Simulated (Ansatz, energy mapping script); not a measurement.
# MnO (Manganosite): energy mapping under r²SCANh

Wanted: the magnetic order of MnO (Manganosite), its couplings and an estimate of its ordering temperature, by r²SCANh.

Main program and level: Ansatz 0.2.0; r²SCANh; plane waves, collinear spin, no spin–orbit coupling.

## (1) The starting structure

Symmetry: Fm-3m, No. 225, cubic system. The conventional cell has a = 4.446 Å, b = 4.446 Å, c = 4.446 Å, α = 90.00°, β = 90.00°, γ = 90.00°. Nearest to Mn lie 6 O at 2.22 Å. O has 6 Mn at 2.22 Å nearest. Farther neighbours and most contacts between anions are not listed.

Structure file:

```cif
data_structure
_symmetry_space_group_name_H-M 'Fm-3m'
_symmetry_Int_Tables_number 225
_cell_length_a 4.4460
_cell_length_b 4.4460
_cell_length_c 4.4460
_cell_angle_alpha 90.000
_cell_angle_beta 90.000
_cell_angle_gamma 90.000
_cell_volume 87.88
loop_
_atom_site_label
_atom_site_type_symbol
_atom_site_symmetry_multiplicity
_atom_site_Wyckoff_symbol
_atom_site_fract_x
_atom_site_fract_y
_atom_site_fract_z
_atom_site_occupancy
Mn1 Mn 4 a 0.00000 0.00000 0.00000 1
O1 O 4 b 0.50000 0.00000 0.00000 1
```

Exact exchange localises the open shell without a U to choose, and it is dear.

## (2) Order 1: parallel, cell A of 4 atoms

The parallel order is the zero of energy for this cell and mesh.

input.yaml

```yaml
crystal:
  lattice:
    - [0.0, -2.223, -2.223]
    - [0.0, 2.223, -2.223]
    - [4.446, 0.0, 0.0]
  atoms:
    - { symbol: Mn, position: [0.5, 0.5, 0.5], spin: 4.5 }
    - { symbol: Mn, position: [0.0, 0.0, 0.0], spin: 4.5 }
    - { symbol: O, position: [0.5, 0.5, 0.0] }
    - { symbol: O, position: [0.0, 0.0, 0.5] }
magnetization:
  spin_polarized: true
kpoints:
  mp_grid: { grid: [6, 6, 5] }
hamiltonian:
  xc: r2scanh
scf:
  occupations: { method: fermi_dirac, width: 0.05 }
output:
  eigenvalues: true
```

The run is started by

```sh
$ ansatz run input.yaml --threads 4 --pin off --max-ram 8192MiB --backend cpu --events-out ev --progress --plain --runs-dir out
```

Numbers of over 12 decimals in the logs are rounded to 6 here.

The log of the run:

```text
Engine: ansatz 0.2.0, aarch64-unknown-linux-gnu
Pseudopotentials: kind: paw
Pseudopotential: Mn, paw, valence charge 15, recommended cutoff 500 eV (meta_gga), Mn.paw.azcp
Pseudopotential: O, paw, valence charge 6, recommended cutoff 500 eV (meta_gga), O.paw.azcp
Functional definition: r2SCANh
  parameter a = 0.1
  parameter k0 = 0.174
  parameter k1 = 0.065
  parameter a1 = 4.9479
  exchange = (1 - a)*r2scan_x(k0 = k0, k1 = k1, a1 = a1) + a*exact_x
  correlation = r2scan_c
Crystal: 4 atoms, lattice volume = 43.942 Å³
Basis set: ecut = 500 eV, 1093 PW (Γ), exchange–correlation on 96×96×144 points (64 copies of the dense FFT grid, shifted against one another)
Bands: 31, of which v1, the nominal top of the filled ones, is band 21 counted from 1 (20 counted from 0)
Symmetry: 32 space group operations
Space group: Fm-3m (ITA 225), of the structure as read, at distance tolerance 3.5e-5 Å
Magnetic group: BNS 225.116 (UNI 1618), of the structure as read, at distance tolerance 3.5e-5 Å
k-points: 30 of 180
Non-local potential: Mn, projectors of the file, l = 0: 3, l = 1: 2, l = 2: 3, l = 3: 1
Non-local potential: O, projectors of the file, l = 0: 2, l = 1: 2, l = 2: 1
PAW form: soft (Blöchl's): semilocal exchange-correlation on the pseudo side does not see the compensation charge
PAW frozen core: Mn, regenerated for the run's functional, and the local potential with it (the file was generated under x = pbe(κ = 0.804, μ = 0.219515), c = pbe(β = 0.066725))
PAW frozen core: O, regenerated for the run's functional, and the local potential with it (the file was generated under x = pbe(κ = 0.804, μ = 0.219515), c = pbe(β = 0.066725))
PAW one-centre angular grid: Mn, 590 points (default); XC on 160 Gauss nodes
PAW one-centre angular grid: O, 302 points (default); XC on 160 Gauss nodes
Initial density: superposition of atomic densities (chi_scale 0.1, normalization cell, long waves kept (reshape's long-wave potential 0.00 eV rms))
Starting moments: Σ|m| = 9 μB on 2 of 4 sites
Initial wavefunctions: pseudopotential atomic-orbital guess
Functional: x = r2scan, c = r2scan; τ floored in thin density (d = 2e-4 eV/Å³), warm-up for x = 0.9 r2scan + 0.1 exact, c = r2scan; τ floored in thin density (d = 2e-4 eV/Å³)
iter 1 solved again at ethr=4.58e-2 eV; its pass at ethr=1.00e-1 eV (dr2=1.92e1 eV) is discarded
SCF iter   1: F=—  HF=-8948.002845 eV  |F-HF|=—  |Δ(HF+E_count)|=         —  Δρ=1.18e-1 (↑1.09e-1 ↓1.18e-1)  dr2=1.92e1  dr2_τ=1.23e-1  dr2_m=1.66e-1  M=8.942 μB ∫|m|=8.942 μB  β_m=1.00  ethr=4.58e-2  ⟨swp⟩=2.2  Hψ=8993  notcnv=0
preconditioner: auto → Kerker (q_TF=auto, 2.708 Å⁻¹)  [metal: Δε(μ)=0.006 eV  Ē_g=11.642 eV  σ=0.050 eV  W_gap=0.03  n_scr=14 (ndim 8)  ℏωp=28.6 eV  f_vac=0.000  D(μ)=2.17/eV (n_scr^D=20)]
spin=Collinear: Kerker preconditioning applied to the charge; magnetization (m = ρ↑ − ρ↓) channel mixes plain (no charge-response kernel on spin).
SCF iter   2: F=—  HF=-8946.904869 eV  |F-HF|=—  |Δ(HF+E_count)|=    1.10e0  Δρ=8.79e-2 (↑8.79e-2 ↓2.58e-2)  dr2=2.39e0  dr2_τ=9.03e-2  dr2_m=1.07e0  M=9.889 μB ∫|m|=9.889 μB  β_m=1.00  ethr=4.56e-2  ⟨swp⟩=2.1  Hψ=3729  notcnv=0  defer=1
SCF iter   3: F=—  HF=-8946.189180 eV  |F-HF|=—  |Δ(HF+E_count)|=   7.16e-1  Δρ=2.20e-2 (↑2.20e-2 ↓1.58e-2)  dr2=5.48e-1  dr2_τ=1.20e-2  dr2_m=1.55e-2  M=9.959 μB ∫|m|=9.959 μB  β_m=1.00  ethr=5.69e-3  ⟨swp⟩=3.5  Hψ=4455  notcnv=0  defer=6
SCF iter   4: F=—  HF=-8946.748509 eV  |F-HF|=—  |Δ(HF+E_count)|=   5.59e-1  Δρ=1.11e-2 (↑1.11e-2 ↓7.98e-3)  dr2=9.50e-2  dr2_τ=1.55e-3  dr2_m=4.67e-3  M=9.973 μB ∫|m|=9.973 μB  β_m=1.00  ethr=1.30e-3  ⟨swp⟩=3.2  Hψ=4507  notcnv=0  defer=2
SCF iter   5: F=—  HF=-8947.068380 eV  |F-HF|=—  |Δ(HF+E_count)|=   3.20e-1  Δρ=7.57e-3 (↑7.57e-3 ↓4.89e-3)  dr2=3.73e-2  dr2_τ=1.43e-3  dr2_m=1.10e-3  M=9.973 μB ∫|m|=9.973 μB  β_m=0.30  ethr=2.26e-4  ⟨swp⟩=4.2  Hψ=5800  notcnv=0  defer=5
Mixer restart at iter 5: flushing history
spin-set hold released at iteration 5 (site moments contracting): the magnetisation degrees of freedom join the quasi-Newton model from the next iteration; the mixer history was flushed
SCF iter   6: F=—  HF=-8947.146065 eV  |F-HF|=—  |Δ(HF+E_count)|=   7.77e-2  Δρ=5.17e-3 (↑5.17e-3 ↓3.68e-3)  dr2=1.99e-2  dr2_τ=4.98e-4  dr2_m=5.64e-4  M=9.981 μB ∫|m|=9.981 μB  β_m=0.64  ethr=8.88e-5  ⟨swp⟩=2.5  Hψ=3765  notcnv=0  defer=2
iter 7 solved again at ethr=3.35e-6 eV; its pass at ethr=4.73e-5 eV (dr2=1.41e-3 eV) is discarded
SCF iter   7: F=—  HF=-8947.228562 eV  |F-HF|=—  |Δ(HF+E_count)|=   8.25e-2  Δρ=1.78e-3 (↑1.78e-3 ↓1.39e-3)  dr2=1.38e-3  dr2_τ=1.34e-4  dr2_m=2.42e-4  M=9.992 μB ∫|m|=9.992 μB  β_m=0.59  ethr=3.35e-6  ⟨swp⟩=2.2  Hψ=8055  notcnv=0  defer=1
[...]
SCF iter  12: F=—  HF=-8947.229322 eV  |F-HF|=—  |Δ(HF+E_count)|=   1.87e-7  Δρ=3.63e-6 (↑3.63e-6 ↓3.46e-6)  dr2=1.27e-8  dr2_τ=1.55e-10  dr2_m=4.36e-10  M=9.994 μB ∫|m|=9.994 μB  β_m=0.95  ethr=5.36e-10  ⟨swp⟩=3.9  Hψ=3918  notcnv=0
SCF iter  13: F=-8947.229322 eV  HF=-8947.229322 eV  |F-HF|=4.18e-10  |Δ(HF+E_count)|=   1.16e-8  Δρ=7.03e-7 (↑4.89e-7 ↓7.03e-7)  dr2=3.81e-10  dr2_τ=1.35e-11  dr2_m=4.21e-11  M=9.994 μB ∫|m|=9.994 μB  ethr=3.02e-11  ⟨swp⟩=3.5  Hψ=4105  notcnv=0
SCF 1 converged in 13 iterations: F = -8947.229322 eV  dr2 = 3.81e-10
  greatest PAW one-centre occupation: 1.006 electrons in one spin orbital (limit 2), on the Mn atom at site 1 (counted from 0), in its partial waves of l = 1
Initial density: handed on by an earlier stage of this run
Starting moments: Σ|m| = 9 μB on 2 of 4 sites; this step starts from the density that it was given
Initial wavefunctions: those handed on with the density
Functional: x = 0.9 r2scan + 0.1 exact, c = r2scan; τ floored in thin density (d = 2e-4 eV/Å³)
Frozen-core exchange: fock
iter 1 solved again at ethr=1.83e-5 eV; its pass at ethr=1.00e-1 eV (dr2=7.68e-3 eV) is discarded
SCF iter   1: F=—  HF=-8946.292684 eV  |F-HF|=—  |Δ(HF+E_count)|=         —  Δρ=4.00e-3 (↑4.00e-3 ↓4.00e-3)  dr2=6.60e-3  dr2_τ=1.50e-4  dr2_m=5.15e-3  M=10.000 μB ∫|m|=10.000 μB  β_m=0.30  ethr=1.83e-5  ⟨swp⟩=4.9  Hψ=9378  notcnv=0
preconditioner: auto → none  [insulator: Δε(μ)=0.696 eV  Ē_g=14.081 eV  σ=0.050 eV  W_gap=1.00  n_scr=14 (ndim 8)  ℏωp=28.6 eV  f_vac=0.000  D(μ)=0.00/eV (n_scr^D=0)]
SCF iter   2: F=—  HF=-8946.295282 eV  |F-HF|=—  |Δ(HF+E_count)|=   2.60e-3  Δρ=3.62e-3 (↑3.62e-3 ↓2.63e-3)  dr2=1.56e-3  dr2_τ=1.04e-4  dr2_m=3.47e-3  M=10.000 μB ∫|m|=10.000 μB  β_m=0.53  ethr=1.50e-5  ⟨swp⟩=3.2  Hψ=3480  notcnv=0  defer=1
SCF iter   3: F=—  HF=-8946.296202 eV  |F-HF|=—  |Δ(HF+E_count)|=   9.20e-4  Δρ=8.76e-4 (↑6.35e-4 ↓8.76e-4)  dr2=8.45e-5  dr2_τ=2.05e-5  dr2_m=2.07e-4  M=10.000 μB ∫|m|=10.000 μB  β_m=0.56  ethr=3.69e-6  ⟨swp⟩=3.1  Hψ=4254  notcnv=0
SCF iter   4: F=—  HF=-8946.296257 eV  |F-HF|=—  |Δ(HF+E_count)|=   5.45e-5  Δρ=1.48e-4 (↑1.28e-4 ↓1.48e-4)  dr2=6.45e-6  dr2_τ=7.98e-7  dr2_m=4.74e-6  M=10.000 μB ∫|m|=10.000 μB  β_m=0.56  ethr=1.95e-7  ⟨swp⟩=3.5  Hψ=4387  notcnv=0
SCF iter   5: F=-8946.296256 eV  HF=-8946.296257 eV  |F-HF|=1.24e-7  |Δ(HF+E_count)|=   5.89e-8  Δρ=4.18e-5 (↑2.30e-5 ↓4.18e-5)  dr2=5.77e-7  dr2_τ=2.25e-8  dr2_m=5.75e-8  M=10.000 μB ∫|m|=10.000 μB  ethr=1.50e-8  ⟨swp⟩=3.6  Hψ=4476  notcnv=0  defer=2
SCF 2 stopped early in 5 iterations: F = -8946.296256 eV  dr2 = 5.77e-7
  greatest PAW one-centre occupation: 1.007 electrons in one spin orbital (limit 2), on the Mn atom at site 1 (counted from 0), in its partial waves of l = 1
hybrid outer 1: dexx = +3.631e-3 eV, tail = 4.51e-6 eV
Frozen-core exchange: fock
SCF iter   1: F=—  HF=-8946.296239 eV  |F-HF|=—  |Δ(HF+E_count)|=         —  Δρ=2.22e-5 (↑2.22e-5 ↓1.09e-5)  dr2=2.00e-7  dr2_τ=8.20e-9  dr2_m=1.74e-8  M=10.000 μB ∫|m|=10.000 μB  β_m=0.30  ethr=5.37e-8  ⟨swp⟩=4.5  Hψ=4307  notcnv=0
preconditioner: auto → none  [insulator: Δε(μ)=0.932 eV  Ē_g=14.087 eV  σ=0.050 eV  W_gap=1.00  n_scr=14 (ndim 8)  ℏωp=28.6 eV  f_vac=0.000  D(μ)=0.00/eV (n_scr^D=0)]
SCF iter   2: F=-8946.296240 eV  HF=-8946.296240 eV  |F-HF|=4.49e-9  |Δ(HF+E_count)|=   9.59e-8  Δρ=8.82e-6 (↑8.82e-6 ↓5.22e-6)  dr2=2.50e-8  dr2_τ=1.75e-9  dr2_m=4.52e-9  M=10.000 μB ∫|m|=10.000 μB  ethr=4.72e-10  ⟨swp⟩=4.0  Hψ=5057  notcnv=0  defer=2
SCF 3 converged in 2 iterations: F = -8946.296240 eV  dr2 = 2.50e-8
hybrid outer 2: dexx = +2.555e-8 eV, tail = 8.25e-8 eV, Δε = 9.26e-4 eV (about 1.80e-4 eV left of the loop's levels)
this state was not tested for a lower state beside it, because the functional holds exact exchange (a hybrid, or Hartree-Fock), whose exchange loop this test does not read (fock_operator); the stability check (scf.self_checks: high) cannot read this state: a pseudopotential is PAW: the check reads norm-conserving sets alone
hybrid SCF converged: 2 outer / 7 inner (+13 warm-up), last move |dexx| = 2.56e-8 eV, tail = 8.25e-8 eV
Magnetization: 10.0000 μB (26.0000 up, 16.0000 down)
Absolute magnetization: 10.0000 μB (∫|ρ↑−ρ↓|, with the PAW one-centre terms)
Spin contamination: 0.0084 ħ² per cell (⟨S²⟩ above its minimum at these occupations)
Per-site moments (μB) at R_I (Å): [(4.299313, 0.9169875), (4.299313, 0.9169875), (0.243419, 0.9169875), (0.243419, 0.9169875)]
Free energy (F): -8946.296240 eV
Frozen-core exchange: fock
Harris-Foulkes:  -8946.296240 eV  (|F-HF|=4.49e-9)
Internal energy: -8946.296238 eV  (E = F + TS)
E sigma→0 (E₀):  -8946.296239 eV
Entropy (-TS):   -0.000002 eV (-0.000 meV/atom)
Fermi energy:    12.935149 eV
--- Per-component energies (eV) ---
  E_band       = -584.484922
  E_kinetic    = 951.734150
  E_local      = -4478.961404  (includes V_loc(G=0)·N_el)
  E_nonlocal   = 612.565985
  E_hartree    = 1801.963067
  E_xc         = -327.895015
  E_vxc        = -474.871817  (∫ρ·V_xc dr)
  E_exx        = -76.483730  (= α·E_x^exact, valence–valence)
  E_paw        = -2917.506569  (= ΣΔE_a)
  E_vpaw       = -676.203895  (= ΣTr[D̂ρ^β])
  E_aug_tail   = 0.001987  (compensation charges beyond the density's cutoff)
  E_vtau       = 30.280142  (kinetic-family band-sum trace: ∫τ·v_τ [+ j·A + Jᵃ·Aᵃ] dr)
  E_ewald      = -4510.985038
  E_core_change = -0.729670  (= ΣΔE_core)
  E_smearing   = -0.000002  (= −TS)
  E_closure    = -0.000000  (closes the sum)
  Σ components = -8946.296240   (vs F -8946.296240, Δ=0.00e0)
--- Band table (eV; the first three rows and the last of 60) ---
  k-point 0 ↑: bands = [... 17 lower, 8.7798, 8.7798, 8.7808, 9.0872, 9.0878, 9.4848, 9.7537, 9.7537, ... 6 higher]
  k-point 1 ↑: bands = [... 17 lower, 8.5562, 9.1242, 9.3468, 9.3468, 9.4459, 9.8529, 9.8529, 10.0696, ... 6 higher]
  k-point 2 ↑: bands = [... 17 lower, 8.3225, 9.2221, 9.3450, 9.8123, 9.8123, 9.9630, 9.9630, 10.4605, ... 6 higher]
  k-point 29 ↓: bands = [... 17 lower, 15.7490, 16.9485, 16.9485, 17.5138, 17.5138, 17.9078, 17.9078, 18.2558, ... 6 higher]
```

The job ended after 34 s (4 threads of Arm Neoverse V2, shared host; peak memory 2 GiB).

In the SCF lines HF is the Harris–Foulkes energy and dr2 the Hartree energy of the density residual, in eV; the loop may stop once dr2 is under the threshold and the program's other checks hold. Hψ counts applications of the Hamiltonian.

Spin moment in the sphere by atom:

| atom | spin moment in the sphere (μB) |
| --- | --- |
| Mn1 | 4.30 |
| Mn2 | 4.30 |
| O3 | 0.24 |
| O4 | 0.24 |

The run ends ferromagnetic.

## (3) Order 2: compensated +−, cell A of 4 atoms

This order reverses 8 of the 12 neighbours at 3.14 Å and 0 of the 6 neighbours at 4.45 Å, counted for an average magnetic atom.

Changes to input.yaml since step 2:

```diff
@@ -7,3 +7,3 @@
     - { symbol: Mn, position: [0.5, 0.5, 0.5], spin: 4.5 }
-    - { symbol: Mn, position: [0.0, 0.0, 0.0], spin: 4.5 }
+    - { symbol: Mn, position: [0.0, 0.0, 0.0], spin: -4.5 }
     - { symbol: O, position: [0.5, 0.5, 0.0] }
```

The log of the run:

```text
[...]
Crystal: 4 atoms, lattice volume = 43.942 Å³
Basis set: ecut = 500 eV, 1093 PW (Γ), exchange–correlation on 96×96×144 points (64 copies of the dense FFT grid, shifted against one another)
Bands: 31, of which v1, the nominal top of the filled ones, is band 21 counted from 1 (20 counted from 0)
Symmetry: 16 space group operations
[...]
k-points: 30 of 180
[...]
Starting moments: Σ|m| = 9 μB on 2 of 4 sites
Starting magnetic order: antiferromagnet; a translation exchanges its spin sublattices: spin-degenerate at every k-point
[...]
the translation (0.5, 0.5, 0.5) carries every atom to within crystal.symmetry.tolerance of an atom of its element with the starting moment reversed, but both spin channels are solved: under a hybrid functional one channel is solved only on norm-conserving pseudopotentials (hamiltonian.pseudopotentials.kind)
[...]
SCF iter   9: F=-8947.339258 eV  HF=-8947.339246 eV  |F-HF|=1.21e-5  |Δ(HF+E_count)|=   1.92e-5  Δρ=1.77e-4 (↑1.77e-4 ↓1.76e-4)  dr2=1.52e-6  dr2_τ=8.05e-7  dr2_m=1.18e-5  M=-0.000 μB ∫|m|=9.583 μB  ethr=2.14e-7  ⟨swp⟩=3.0  Hψ=3482  notcnv=0  defer=1
SCF 1 stopped early in 9 iterations: F = -8947.339258 eV  dr2 = 1.52e-6
[...]
Frozen-core exchange: fock
SCF iter   1: F=—  HF=-8946.373336 eV  |F-HF|=—  |Δ(HF+E_count)|=         —  Δρ=4.41e-3 (↑4.40e-3 ↓4.41e-3)  dr2=7.07e-3  dr2_τ=1.55e-4  dr2_m=6.42e-3  M=0.000 μB ∫|m|=9.643 μB  β_m=0.30  ethr=3.63e-8  ⟨swp⟩=8.3  Hψ=9877  notcnv=2
[...]
SCF iter   5: F=-8946.377074 eV  HF=-8946.377074 eV  |F-HF|=9.50e-7  |Δ(HF+E_count)|=   8.74e-7  Δρ=5.39e-5 (↑5.39e-5 ↓3.73e-5)  dr2=1.39e-6  dr2_τ=5.63e-8  dr2_m=3.15e-7  M=-0.000 μB ∫|m|=9.647 μB  ethr=7.76e-9  ⟨swp⟩=3.9  Hψ=4027  notcnv=0  defer=1
SCF 2 stopped early in 5 iterations: F = -8946.377074 eV  dr2 = 1.39e-6
[...]
hybrid outer 1: dexx = +3.656e-3 eV, tail = 7.47e-6 eV
Frozen-core exchange: fock
SCF iter   1: F=—  HF=-8946.377063 eV  |F-HF|=—  |Δ(HF+E_count)|=         —  Δρ=2.50e-5 (↑2.00e-5 ↓2.50e-5)  dr2=2.77e-7  dr2_τ=1.81e-8  dr2_m=6.62e-8  M=0.000 μB ∫|m|=9.647 μB  β_m=0.30  ethr=8.90e-8  ⟨swp⟩=4.0  Hψ=4242  notcnv=0
[...]
SCF iter   2: F=-8946.377063 eV  HF=-8946.377063 eV  |F-HF|=9.77e-9  |Δ(HF+E_count)|=   1.95e-7  Δρ=1.64e-5 (↑1.40e-5 ↓1.64e-5)  dr2=9.60e-8  dr2_τ=4.72e-9  dr2_m=3.87e-8  M=0.000 μB ∫|m|=9.647 μB  ethr=6.46e-10  ⟨swp⟩=4.0  Hψ=4953  notcnv=0  defer=3
SCF 3 converged in 2 iterations: F = -8946.377063 eV  dr2 = 9.60e-8
[...]
Magnetization: 0.0000 μB (21.0000 up, 21.0000 down)
Absolute magnetization: 9.6469 μB (∫|ρ↑−ρ↓|, with the PAW one-centre terms)
[...]
Per-site moments (μB) at R_I (Å): [(4.287088, 0.9169875), (-4.287089, 0.9169875), (-0.085734, 0.9169875), (0.085740, 0.9169875)]
Free energy (F): -8946.377063 eV
Frozen-core exchange: fock
[...]
Internal energy: -8946.377063 eV  (E = F + TS)
E sigma→0 (E₀):  -8946.377063 eV
Fermi energy:    13.272916 eV
[...]
--- Band table (eV; the first three rows and the last of 60) ---
  k-point 0 ↑: bands = [... 17 lower, 9.1188, 9.1188, 9.1965, 9.3682, 14.0392, 14.8388, 16.8186, 16.8186, ... 6 higher]
  k-point 1 ↑: bands = [... 17 lower, 9.1985, 9.6428, 9.6428, 10.1242, 14.8075, 14.9283, 16.8986, 16.9156, ... 6 higher]
  k-point 2 ↑: bands = [... 17 lower, 9.2018, 10.0089, 10.0089, 10.4782, 14.7564, 16.3579, 16.8900, 17.0756, ... 6 higher]
  k-point 29 ↓: bands = [... 17 lower, 9.5424, 9.6689, 9.7021, 11.0553, 16.1822, 16.1822, 17.4035, 17.8164, ... 6 higher]
```

It took 36 s on 4 threads; peak memory 2 GiB.

Spin moment in the sphere by atom:

| atom | spin moment in the sphere (μB) |
| --- | --- |
| Mn1 | 4.29 |
| Mn2 | -4.29 |
| O3 | -0.09 |
| O4 | 0.09 |

The run ends antiferromagnetic, 40.41 meV a magnetic atom below the parallel order of its cell.

(Continued in part 2 of 2.)

[Logs and program files are shortened in this print: banners, set-up blocks, solver, clock and traceback lines can be left out without a mark of their own.]

[Logs are printed without paths, hosts, clocks, repeated set-up lines and the standing remarks that a program may print on its own settings, such as how far it seeks lower states.]

[Hosts, paths, dates, database ids (printed as entryN), source tags and the programs' standing remarks are cut or masked in the printed files.]

[Where a cell is said to come from a database of computed structures, the database is the Materials Project.]
